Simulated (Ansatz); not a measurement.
# SiC (Moissanite 3C, F-43m): converging a phonon calculation, part 2 of 3

How do the frequencies of SiC (Moissanite 3C, F-43m) move with q mesh, k mesh and cutoff?

Ansatz 0.2.0; DFT LDA, scalar-relativistic, plane waves, PAW; PAW set soft_1.

So far, highest frequency on the path or at a solved wavevector (cm⁻¹): step 3 (response at finite wavevector) 973; step 4 (q mesh 2×2×2) 973. The relaxed cell has a = 4.329 Å (conventional setting).

## Step 6: Another q mesh, q mesh 6×6×6

The q mesh is changed to 6×6×6, to see how far the force constants must reach.

input.yaml reads:

```yaml
crystal:
  lattice:
    - [0.0, 2.164534131, 2.164534131]
    - [2.164534131, 0.0, 2.164534131]
    - [2.164534131, 2.164534131, 0.0]
  atoms:
    - { symbol: Si, position: [0.0, 0.0, 0.0] }
    - { symbol: C, position: [0.25, 0.25, 0.25] }
kpoints:
  mp_grid: { grid: [12, 12, 12] }
hamiltonian:
  xc: lda
  pseudopotentials: { kind: paw, azcp: { folder: soft_1 }, xc_functional: pbe }
scf:
  occupations: { method: fixed }
output:
  eigenvalues: true
phonons:
  method: dfpt
  qmesh: [6, 6, 6]
  temperatures: { t_max: 1000, t_step: 50 }
  qpath:
    path:
      - [[0.0, 0.0, 0.0], [-0.5, -0.5, 0.0], [-0.375, -0.375, 0.25]]
      - [[-0.375, 0.0, 0.375], [0.0, 0.0, 0.0], [0.0, 0.0, 0.5], [-0.5, -0.25, 0.25], [-0.5, -0.5, 0.0]]
    npoints: 10
  non_analytic_term:
    high_frequency_dielectric_tensor: [[6.9206, 0.0, 0.0], [0.0, 6.9206, 0.0], [0.0, 0.0, 6.9206]]
    born_effective_charges:
      - { species: Si, tensor: [[2.7312, 0.0, 0.0], [0.0, 2.7312, 0.0], [0.0, 0.0, 2.7312]] }
      - { species: C, tensor: [[-2.7312, 0.0, 0.0], [0.0, -2.7312, 0.0], [0.0, 0.0, -2.7312]] }
    source: "zone-centre run at this cell"
```

On the command line:

```sh
ansatz run input.yaml --threads 8 --pin off --max-ram 16384MiB --backend cpu --events-out ev --progress --plain --runs-dir out
```

Numbers of over 12 decimals in the logs are rounded to 6 here.

Output:

```text
[...]
Crystal: 2 atoms, lattice volume = 20.283 Å³
Basis set: ecut = 420 eV, 411 PW (Γ), exchange–correlation on 48×48×48 points (8 copies of the dense FFT grid, shifted against one another)
Bands: 8, of which v1, the nominal top of the filled ones, is band 4 counted from 1 (3 counted from 0)
Symmetry: 24 space group operations
k-points: 72 of 1728 (time reversal used)
[...]
E sigma→0 (E₀):  -852.205129 eV
Fermi energy:    9.498477 eV
[...]
--- Band table (eV; the first three rows and the last of 72) ---
[...]
ASR residual: 1.425e-4 → 0.000e0 eV/Å²; symmetrization residual: 2.165e-7 eV/Å²
  ASR residual per site (eV/Å²): 2.73e-5 1.43e-4
  Γ frequencies (cm⁻¹): 0.00 0.00 0.00 797.81 797.81 797.81
--- Phonons (arbitrary-q DFPT): 16 irreducible q on the 6×6×6 mesh ---
[...]
interpolated dispersion: 63 rows × 6 modes
[...]
[key lines of the parts left out:]
SCF converged after 8 iterations
Free energy (F): -852.205129 eV
```

The job ended after 72 s (8 threads of Intel Xeon at 2.60GHz (Ice Lake), shared host; peak memory 1 GiB; 8.3 min of CPU time).

Frequencies (cm⁻¹) solved at each irreducible wavevector; negative means imaginary. Frequencies by wavevector, by row:

| q in reciprocal lattice units | star | mode 1 | mode 2 | mode 3 | mode 4 | mode 5 | mode 6 |
| --- | --- | --- | --- | --- | --- | --- | --- |
| 0 0 0 | 1 | 0 | 0 | 0 | 797.8 | 797.8 | 797.8 |
| 0 0 0.1667 | 8 | 144.9 | 144.9 | 282.5 | 790.5 | 790.5 | 951.9 |
| 0 0 0.3333 | 8 | 231.6 | 231.6 | 510 | 778.1 | 778.1 | 890.9 |
| 0 0 -0.5 | 4 | 259.5 | 259.5 | 616 | 772.2 | 772.2 | 839.5 |
| 0 0.1667 0.1667 | 6 | 203.4 | 203.4 | 277.2 | 789.7 | 789.7 | 954.1 |
| 0 0.1667 0.3333 | 24 | 271.4 | 295.1 | 440.3 | 780.2 | 784.7 | 910.4 |
| 0 0.1667 -0.5 | 24 | 299.5 | 352.1 | 564.2 | 769.8 | 780.1 | 857.6 |
| 0 0.1667 -0.3333 | 24 | 281.1 | 352.8 | 531.5 | 766.8 | 786 | 871.4 |
| 0 0.1667 -0.1667 | 12 | 211.2 | 289.8 | 385.5 | 777.6 | 793.3 | 922.9 |
| 0 0.3333 0.3333 | 6 | 325.4 | 325.4 | 511.4 | 775.1 | 775.1 | 893.1 |
| 0 0.3333 -0.5 | 24 | 348.4 | 404.6 | 571.6 | 767.5 | 771.1 | 855.2 |
| 0 0.3333 -0.3333 | 12 | 335.4 | 462.7 | 540.2 | 762.2 | 765.2 | 861.3 |
| 0 -0.5 -0.5 | 3 | 364.9 | 364.9 | 635 | 767.3 | 767.3 | 829.6 |
| 0.1667 0.3333 -0.5 | 24 | 337.2 | 390.4 | 503.5 | 769.1 | 783.2 | 875.8 |
| 0.1667 0.3333 -0.3333 | 24 | 363.1 | 437.5 | 542.4 | 757.1 | 775.6 | 860.6 |
| 0.1667 -0.5 -0.3333 | 12 | 393.2 | 428 | 572.3 | 749.2 | 776.2 | 852.8 |

The mean frequency is 598.1 cm⁻¹, +0.2 cm⁻¹ against the base run.

## Step 7: The series together

Times are for 8 threads of Intel Xeon at 2.60GHz (Ice Lake), shared host. The series side by side:

| no. | q mesh | k-mesh | mean frequency (cm⁻¹) | lowest frequency on the path (cm⁻¹) | time | memory (GiB) |
| --- | --- | --- | --- | --- | --- | --- |
| 1 | 2×2×2 | 12×12×12 | 593.9 | 0 | 4.7 s | 0.54 |
| 2 | 3×3×3 | 12×12×12 | 596.9 | 0 | 11 s | 0.71 |
| 3 | 6×6×6 | 12×12×12 | 598.1 | 0 | 72 s | 1.0 |

The phonon density of states has structure finer than the step of the table below, so its rows give means over 50 cm⁻¹, whole bins alone (the curve runs from 5 to 975 cm⁻¹). Peaks (cm⁻¹: height): 2×2×2, 12×12×12 565.0: 0.0118, 775.0: 0.0972, 815.0: 0.0206; 3×3×3, 12×12×12 365.0: 0.0130, 555.0: 0.0144, 775.0: 0.0843, 855.0: 0.0432; 6×6×6, 12×12×12 355.0: 0.0133, 545.0: 0.0123, 775.0: 0.0774, 865.0: 0.0242.

The runs together. Phonon density of states against wavenumber; means over each step; values in 1/cm⁻¹/cell:

| wavenumber (cm⁻¹) | 2×2×2, 12×12×12 | 3×3×3, 12×12×12 | 6×6×6, 12×12×12 |
| --- | --- | --- | --- |
| 50 | 1.5e-4 | 1.3e-4 | 9.9e-5 |
| 100 | 6.1e-4 | 5.3e-4 | 4.1e-4 |
| 150 | 0.00148 | 0.00127 | 0.00102 |
| 200 | 0.00306 | 0.00261 | 0.00229 |
| 250 | 0.00684 | 0.00576 | 0.00579 |
| 300 | 0.00984 | 0.00976 | 0.00947 |
| 350 | 0.0102 | 0.0118 | 0.0122 |
| 400 | 0.00606 | 0.00766 | 0.00776 |
| 450 | 0.00575 | 0.00492 | 0.00575 |
| 500 | 0.00315 | 0.00322 | 0.00378 |
| 550 | 0.00866 | 0.00954 | 0.00893 |
| 600 | 0.00407 | 0.00283 | 0.00241 |
| 650 | 9.6e-5 | 1.4e-5 | 7.6e-5 |
| 700 | 0 | 0 | 0 |
| 750 | 0.0137 | 0.0199 | 0.0200 |
| 800 | 0.0325 | 0.0201 | 0.0200 |
| 850 | 0.00829 | 0.0134 | 0.0121 |
| 900 | 0.00381 | 0.00490 | 0.00570 |
| 950 | 0.00176 | 0.00168 | 0.00219 |

The runs together, line C_V. Table of C_V by temperature; values in J/mol-atom/K:

| temperature (K) | 2×2×2, 12×12×12 | 3×3×3, 12×12×12 | 6×6×6, 12×12×12 |
| --- | --- | --- | --- |
| 0 | 0 | 0 | 0 |
| 50 | 0.326 | 0.286 | 0.248 |
| 100 | 2.39 | 2.28 | 2.2 |
| 150 | 5.28 | 5.20 | 5.14 |
| 200 | 8.28 | 8.22 | 8.18 |
| 250 | 11.1 | 11.0 | 11.0 |
| 300 | 13.5 | 13.4 | 13.4 |
| 350 | 15.5 | 15.4 | 15.4 |
| 400 | 17.0 | 17.0 | 17.0 |
| 450 | 18.3 | 18.3 | 18.3 |
| 500 | 19.3 | 19.3 | 19.3 |
| 550 | 20.1 | 20.1 | 20.1 |
| 600 | 20.8 | 20.8 | 20.7 |
| 650 | 21.3 | 21.3 | 21.3 |
| 700 | 21.8 | 21.7 | 21.7 |
| 750 | 22.1 | 22.1 | 22.1 |
| 800 | 22.4 | 22.4 | 22.4 |
| 850 | 22.7 | 22.7 | 22.7 |
| 900 | 22.9 | 22.9 | 22.9 |
| 950 | 23.1 | 23.1 | 23.1 |
| 1000 | 23.3 | 23.3 | 23.3 |

## Step 8: Another k mesh, k-mesh 4×4×4, q mesh 2×2×2

The k mesh is changed to 4×4×4 on a small fixed q mesh, to find the coarsest that serves.

input.yaml, the sections that differ from step 6:

```yaml
kpoints:
  mp_grid: { grid: [4, 4, 4] }
phonons:
  method: dfpt
  dielectric: true
  rigid_motions: translations
  qmesh: [2, 2, 2]
  temperatures: { t_max: 1000, t_step: 50 }
  qpath:
    path:
      - [[0.0, 0.0, 0.0], [-0.5, -0.5, 0.0], [-0.375, -0.375, 0.25]]
      - [[-0.375, 0.0, 0.375], [0.0, 0.0, 0.0], [0.0, 0.0, 0.5], [-0.5, -0.25, 0.25], [-0.5, -0.5, 0.0]]
    npoints: 10
# crystal, hamiltonian, scf, output: as in step 6
```

Output:

```text
[...]
Crystal: 2 atoms, lattice volume = 20.283 Å³
Basis set: ecut = 420 eV, 411 PW (Γ), exchange–correlation on 48×48×48 points (8 copies of the dense FFT grid, shifted against one another)
Bands: 8, of which v1, the nominal top of the filled ones, is band 4 counted from 1 (3 counted from 0)
Symmetry: 24 space group operations
k-points: 18 of 64 (irreducible under 4 space group operations, time reversal used)
[...]
SCF iter   1: F=—  HF=-853.742058 eV  |F-HF|=—  |Δ(HF+E_count)|=         —  Δρ=1.43e-1  dr2=5.05e0  ethr=3.10e-3  ⟨swp⟩=4.6  Hψ=1003  notcnv=0  defer=21
[...]
SCF iter   8: F=-852.076716 eV  HF=-852.076716 eV  |F-HF|=1.71e-12  |Δ(HF+E_count)|=  2.84e-10  Δρ=2.35e-7  dr2=4.51e-12  ethr=1.25e-12  ⟨swp⟩=7.4  Hψ=897  notcnv=0
SCF 1 converged in 8 iterations: F = -852.076716 eV  dr2 = 4.51e-12
[...]
DFPT response loops at Γ: preconditioner auto → none (the input reference at scf.mixing.eps_inf says where Resta's filter doesn't serve); β = 0.50; Broyden in place of MSR1
── the response to a field inside a basis, on 6×6×6 k-points: an SCF that follows is theirs, and a resumed run solves both again ──
Bands: 5, of which v1, the nominal top of the filled ones, is band 4 counted from 1 (3 counted from 0)
k-points: 28 of 216 (irreducible under 6 space group operations, time reversal used)
[...]
Eigensolver: Dense (28 Hₖ)
SCF iter   1: F=—  HF=-852.207754 eV  |F-HF|=—  |Δ(HF+E_count)|=         —  Δρ=3.98e-3  dr2=4.06e-3  ethr=1.00e-1
[...]
SCF iter   5: F=-852.206426 eV  HF=-852.206426 eV  |F-HF|=2.95e-10  |Δ(HF+E_count)|=   5.40e-9  Δρ=2.52e-6  dr2=5.48e-10  ethr=3.32e-9
SCF 1 converged in 5 iterations: F = -852.206426 eV  dr2 = 5.48e-10
[...]
WARN: field response: ε∞ stands inside a basis, on 6×6×6 points; the force constants stand on the 4×4×4 k-mesh, whose period is 8.85 times the interband length at k = (0.0000, -0.5000, -0.5000), direct gap 4.500 eV, under 14: take them and everything formed from them as unconverged, and compare with a denser kpoints.mp_grid
[...]
SCF converged after 8 iterations
Free energy (F): -852.076716 eV
[...]
Internal energy: -852.076716 eV  (E = F + TS)
E sigma→0 (E₀):  -852.076716 eV
Fermi energy:    9.557587 eV
[...]
--- Band table (eV; the first three rows and the last of 18) ---
[...]
--- Phonons (Γ-DFPT): 2 representative perturbations + reference, on 18 of 64 k-points (Σ response iterations 6) ---
  k mesh reduced under 4 symmetry operations, with k and −k counted as one. Each operation leaves every solved perturbation unchanged. A smaller set is not considered because the run solves the response to a homogeneous field
  ASR residual: 1.352e-4 → 0.000e0 eV/Å²; symmetrization residual: 3.744e-7 eV/Å²
  ASR residual per site (eV/Å²): 2.54e-5 1.35e-4
  Γ frequencies (cm⁻¹): 0.00 0.00 0.00 800.40 800.40 800.40
  ε∞ (high-frequency dielectric tensor):
        6.921371     0.000000    -0.000000
        0.000000     6.921371     0.000000
       -0.000000     0.000000     6.921371
  ε⁰ (static dielectric tensor: ions relaxed, cell fixed):
       10.280029     0.000000    -0.000000
        0.000000    10.280029     0.000000
       -0.000000     0.000000    10.280029
  ε⁰ − ε∞ (ionic part):
        3.358658     0.000000    -0.000000
        0.000000     3.358658     0.000000
       -0.000000     0.000000     3.358658
  softest optical mode at Γ: 800.40 cm⁻¹; the repairs (sum rule, projections) moved no ω² at Γ by more than (1.76 cm⁻¹)²
  Born effective charges Z* (e; rows j = field, columns β = displacement):
    site 0:
         2.73160    0.00000   -0.00000
         0.00000    2.73160   -0.00000
        -0.00000    0.00000    2.73160
    site 1:
        -2.73160   -0.00000    0.00000
        -0.00000   -2.73160    0.00000
         0.00000   -0.00000   -2.73160
  Z* charge neutrality: 7.734e-4 e pre-enforcement
  solved inside a basis spanned on kpoints, on 6×6×6 k-points, its susceptibility summed on 8×8×8: ε∞ is read to err by 2.3e-2, Z* by 1.4e-2 e (field_mesh: kpoints solves on kpoints); Z* is corrected for what the basis lacks
  optical modes at Γ without the LO–TO term, one row a degenerate level:
      ω (cm⁻¹)  modes    IR ((D/Å)²/amu)
        800.40      3            61.3856
  optical modes at Γ + LO–TO along q̂ = [1.0000, 0.0000, 0.0000]:
      ω (cm⁻¹)  modes    IR ((D/Å)²/amu)
        800.40      2            40.9237
        975.46      1            20.4619
  optical modes at Γ + LO–TO along q̂ = [0.0000, 1.0000, 0.0000]:
      ω (cm⁻¹)  modes    IR ((D/Å)²/amu)
        800.40      2            40.9237
        975.46      1            20.4619
  optical modes at Γ + LO–TO along q̂ = [0.0000, 0.0000, 1.0000]:
      ω (cm⁻¹)  modes    IR ((D/Å)²/amu)
        800.40      2            40.9237
        975.46      1            20.4619
--- Phonons (arbitrary-q DFPT): 3 irreducible q on the 2×2×2 mesh ---
[...]
interpolated dispersion: 63 rows × 6 modes
[...]
```

Run time: 3.7 s. Hardware: 8 threads; peak memory 0.41 GiB.

The run finished; it serves as a test, and its numbers are not taken as the result.

## Step 9: Another k mesh, k-mesh 6×6×6, q mesh 2×2×2

The k mesh is changed to 6×6×6 on a small fixed q mesh, to find the coarsest that serves.

Edit input.yaml of step 8 so:

```diff
@@ -9,3 +9,3 @@
 kpoints:
-  mp_grid: { grid: [4, 4, 4] }
+  mp_grid: { grid: [6, 6, 6] }
 hamiltonian:
```

Output:

```text
[...]
Crystal: 2 atoms, lattice volume = 20.283 Å³
Basis set: ecut = 420 eV, 411 PW (Γ), exchange–correlation on 48×48×48 points (8 copies of the dense FFT grid, shifted against one another)
Bands: 8, of which v1, the nominal top of the filled ones, is band 4 counted from 1 (3 counted from 0)
Symmetry: 24 space group operations
k-points: 46 of 216 (irreducible under 4 space group operations, time reversal used)
[...]
SCF iter   1: F=—  HF=-853.796462 eV  |F-HF|=—  |Δ(HF+E_count)|=         —  Δρ=1.41e-1  dr2=4.91e0  ethr=3.10e-3  ⟨swp⟩=4.5  Hψ=2575  notcnv=0  defer=48
[...]
SCF iter   8: F=-852.194132 eV  HF=-852.194132 eV  |F-HF|=6.82e-13  |Δ(HF+E_count)|=  2.66e-11  Δρ=1.82e-7  dr2=2.69e-12  ethr=1.25e-12  ⟨swp⟩=7.3  Hψ=2271  notcnv=0
SCF 1 converged in 8 iterations: F = -852.194132 eV  dr2 = 2.69e-12
[...]
Bands: 5, of which v1, the nominal top of the filled ones, is band 4 counted from 1 (3 counted from 0)
k-points: 28 of 216 (irreducible under 6 space group operations, time reversal used)
[...]
Eigensolver: Dense (28 Hₖ)
SCF iter   1: F=—  HF=-852.206252 eV  |F-HF|=—  |Δ(HF+E_count)|=         —  Δρ=5.58e-4  dr2=6.77e-5  ethr=1.00e-1
[...]
SCF iter   4: F=-852.206232 eV  HF=-852.206232 eV  |F-HF|=2.04e-9  |Δ(HF+E_count)|=   2.41e-8  Δρ=1.65e-5  dr2=1.55e-8  ethr=7.13e-9
SCF 1 converged in 4 iterations: F = -852.206232 eV  dr2 = 1.55e-8
[...]
SCF converged after 8 iterations
Free energy (F): -852.194132 eV
[...]
Internal energy: -852.194132 eV  (E = F + TS)
E sigma→0 (E₀):  -852.194132 eV
Fermi energy:    9.506343 eV
[...]
--- Band table (eV; the first three rows and the last of 46) ---
[...]
ASR residual: 1.075e-4 → 0.000e0 eV/Å²; symmetrization residual: 7.705e-8 eV/Å²
  ASR residual per site (eV/Å²): 1.84e-5 1.08e-4
  Γ frequencies (cm⁻¹): 0.00 0.00 0.00 798.20 798.20 798.20
  ε∞ (high-frequency dielectric tensor):
        6.921344    -0.000000     0.000000
       -0.000000     6.921344     0.000000
        0.000000     0.000000     6.921344
  ε⁰ (static dielectric tensor: ions relaxed, cell fixed):
       10.298564    -0.000000     0.000000
       -0.000000    10.298564     0.000000
        0.000000     0.000000    10.298564
  ε⁰ − ε∞ (ionic part):
        3.377220    -0.000000    -0.000000
       -0.000000     3.377220     0.000000
       -0.000000     0.000000     3.377220
[...]
Born effective charges Z* (e; rows j = field, columns β = displacement):
    site 0:
         2.73160   -0.00000   -0.00000
         0.00000    2.73160    0.00000
        -0.00000    0.00000    2.73160
    site 1:
        -2.73160    0.00000    0.00000
        -0.00000   -2.73160   -0.00000
         0.00000   -0.00000   -2.73160
  Z* charge neutrality: 8.068e-4 e pre-enforcement
[...]
optical modes at Γ without the LO–TO term, one row a degenerate level:
      ω (cm⁻¹)  modes    IR ((D/Å)²/amu)
        798.20      3            61.3856
  optical modes at Γ + LO–TO along q̂ = [1.0000, 0.0000, 0.0000]:
      ω (cm⁻¹)  modes    IR ((D/Å)²/amu)
        798.20      2            40.9237
        973.65      1            20.4619
  optical modes at Γ + LO–TO along q̂ = [0.0000, 1.0000, 0.0000]:
      ω (cm⁻¹)  modes    IR ((D/Å)²/amu)
        798.20      2            40.9237
        973.65      1            20.4619
  optical modes at Γ + LO–TO along q̂ = [0.0000, 0.0000, 1.0000]:
      ω (cm⁻¹)  modes    IR ((D/Å)²/amu)
        798.20      2            40.9237
        973.65      1            20.4619
--- Phonons (arbitrary-q DFPT): 3 irreducible q on the 2×2×2 mesh ---
[...]
interpolated dispersion: 63 rows × 6 modes
[...]
```

Run time: 4.4 s. Hardware: 8 threads; peak memory 0.43 GiB.

The run finished; it serves as a test, and its numbers are not taken as the result.

## Step 10: Another k mesh, k-mesh 8×8×8, q mesh 2×2×2

The k mesh is changed to 8×8×8 on a small fixed q mesh, to find the coarsest that serves.

Edit input.yaml of step 9 so:

```diff
@@ -9,3 +9,3 @@
 kpoints:
-  mp_grid: { grid: [6, 6, 6] }
+  mp_grid: { grid: [8, 8, 8] }
 hamiltonian:
```

Output:

```text
[...]
Crystal: 2 atoms, lattice volume = 20.283 Å³
Basis set: ecut = 420 eV, 411 PW (Γ), exchange–correlation on 48×48×48 points (8 copies of the dense FFT grid, shifted against one another)
Bands: 8, of which v1, the nominal top of the filled ones, is band 4 counted from 1 (3 counted from 0)
Symmetry: 24 space group operations
k-points: 95 of 512 (irreducible under 4 space group operations, time reversal used)
[...]
optical modes at Γ + LO–TO along q̂ = [0.0000, 1.0000, 0.0000]:
      ω (cm⁻¹)  modes    IR ((D/Å)²/amu)
        797.87      2            40.9144
        973.36      1            20.4572
  optical modes at Γ + LO–TO along q̂ = [0.0000, 0.0000, 1.0000]:
      ω (cm⁻¹)  modes    IR ((D/Å)²/amu)
        797.87      2            40.9144
        973.36      1            20.4572
--- Phonons (arbitrary-q DFPT): 3 irreducible q on the 2×2×2 mesh ---
[...]
interpolated dispersion: 63 rows × 6 modes
[...]
[key lines of the parts left out:]
SCF converged after 8 iterations
Free energy (F): -852.203916 eV
Fermi energy:    9.499657 eV
```

Wall time 5.8 s (8 threads); peak memory 0.51 GiB; 29 s of CPU time.

The highest optical mode at the zone centre (no LO-TO term) is 797.9 cm⁻¹, +0.1 cm⁻¹ against the base run.

The log warns of the k mesh: “the force constants stand on the 8×8×8 k-mesh, whose period is 12.70 times the interband length at k = (0.0000, -0.5000, -0.5000), direct gap 4.536 eV, under 14: take them and everything formed from them as unconverged”.

## Step 11: Another k mesh, q mesh 2×2×2

The k mesh is changed to 12×12×12 on a small fixed q mesh, to find the coarsest that serves.

Edit input.yaml of step 10 so:

```diff
@@ -9,3 +9,3 @@
 kpoints:
-  mp_grid: { grid: [8, 8, 8] }
+  mp_grid: { grid: [12, 12, 12] }
 hamiltonian:
```

Output:

```text
[...]
Crystal: 2 atoms, lattice volume = 20.283 Å³
Basis set: ecut = 420 eV, 411 PW (Γ), exchange–correlation on 48×48×48 points (8 copies of the dense FFT grid, shifted against one another)
Bands: 8, of which v1, the nominal top of the filled ones, is band 4 counted from 1 (3 counted from 0)
Symmetry: 24 space group operations
[...]
optical modes at Γ + LO–TO along q̂ = [0.0000, 1.0000, 0.0000]:
      ω (cm⁻¹)  modes    IR ((D/Å)²/amu)
        797.81      2            40.9126
        973.31      1            20.4563
  optical modes at Γ + LO–TO along q̂ = [0.0000, 0.0000, 1.0000]:
      ω (cm⁻¹)  modes    IR ((D/Å)²/amu)
        797.81      2            40.9126
        973.31      1            20.4563
--- Phonons (arbitrary-q DFPT): 3 irreducible q on the 2×2×2 mesh ---
[...]
interpolated dispersion: 63 rows × 6 modes
[...]
[key lines of the parts left out:]
SCF converged after 8 iterations
Free energy (F): -852.205129 eV
Fermi energy:    9.498477 eV
```

Elapsed: 10 s, on 8 threads; peak memory 0.62 GiB.

Frequencies (cm⁻¹) solved at each irreducible wavevector; negative means imaginary. Frequencies by wavevector, by row:

| q in reciprocal lattice units | star | mode 1 | mode 2 | mode 3 | mode 4 | mode 5 | mode 6 |
| --- | --- | --- | --- | --- | --- | --- | --- |
| 0 0 0 | 1 | 0 | 0 | 0 | 797.8 | 797.8 | 797.8 |
| 0 0 -0.5 | 4 | 259.5 | 259.5 | 616 | 772.2 | 772.2 | 839.5 |
| 0 -0.5 -0.5 | 3 | 364.9 | 364.9 | 635 | 767.3 | 767.3 | 829.6 |

The highest optical mode at the zone centre (no LO-TO term) is 797.8 cm⁻¹, +0.0 cm⁻¹ against the base run.

## Step 12: Another k mesh, k-mesh 18×18×18, q mesh 2×2×2

The k mesh is changed to 18×18×18 on a small fixed q mesh, to find the coarsest that serves.

Edit input.yaml of step 11 so:

```diff
@@ -9,3 +9,3 @@
 kpoints:
-  mp_grid: { grid: [12, 12, 12] }
+  mp_grid: { grid: [18, 18, 18] }
 hamiltonian:
```

Output:

```text
[...]
Crystal: 2 atoms, lattice volume = 20.283 Å³
Basis set: ecut = 420 eV, 411 PW (Γ), exchange–correlation on 48×48×48 points (8 copies of the dense FFT grid, shifted against one another)
Bands: 8, of which v1, the nominal top of the filled ones, is band 4 counted from 1 (3 counted from 0)
Symmetry: 24 space group operations
[...]
optical modes at Γ + LO–TO along q̂ = [0.0000, 1.0000, 0.0000]:
      ω (cm⁻¹)  modes    IR ((D/Å)²/amu)
        797.81      2            40.9214
        973.35      1            20.4607
  optical modes at Γ + LO–TO along q̂ = [0.0000, 0.0000, 1.0000]:
      ω (cm⁻¹)  modes    IR ((D/Å)²/amu)
        797.81      2            40.9214
        973.35      1            20.4607
--- Phonons (arbitrary-q DFPT): 3 irreducible q on the 2×2×2 mesh ---
[...]
interpolated dispersion: 63 rows × 6 modes
[...]
[key lines of the parts left out:]
SCF converged after 8 iterations
Free energy (F): -852.205147 eV
Fermi energy:    9.498440 eV
```

Run time: 19 s. Hardware: 8 threads; peak memory 0.94 GiB.

The highest optical mode at the zone centre (no LO-TO term) is 797.8 cm⁻¹, +0.0 cm⁻¹ against the base run.

[end of part 2 of 3]

[Logs are printed without paths, hosts, clocks, repeated set-up lines and the standing remarks that a program may print on its own settings, such as how far it seeks lower states.]

[Hosts, paths, dates, database ids (printed as entryN), source tags and the programs' standing remarks are cut or masked in the printed files.]
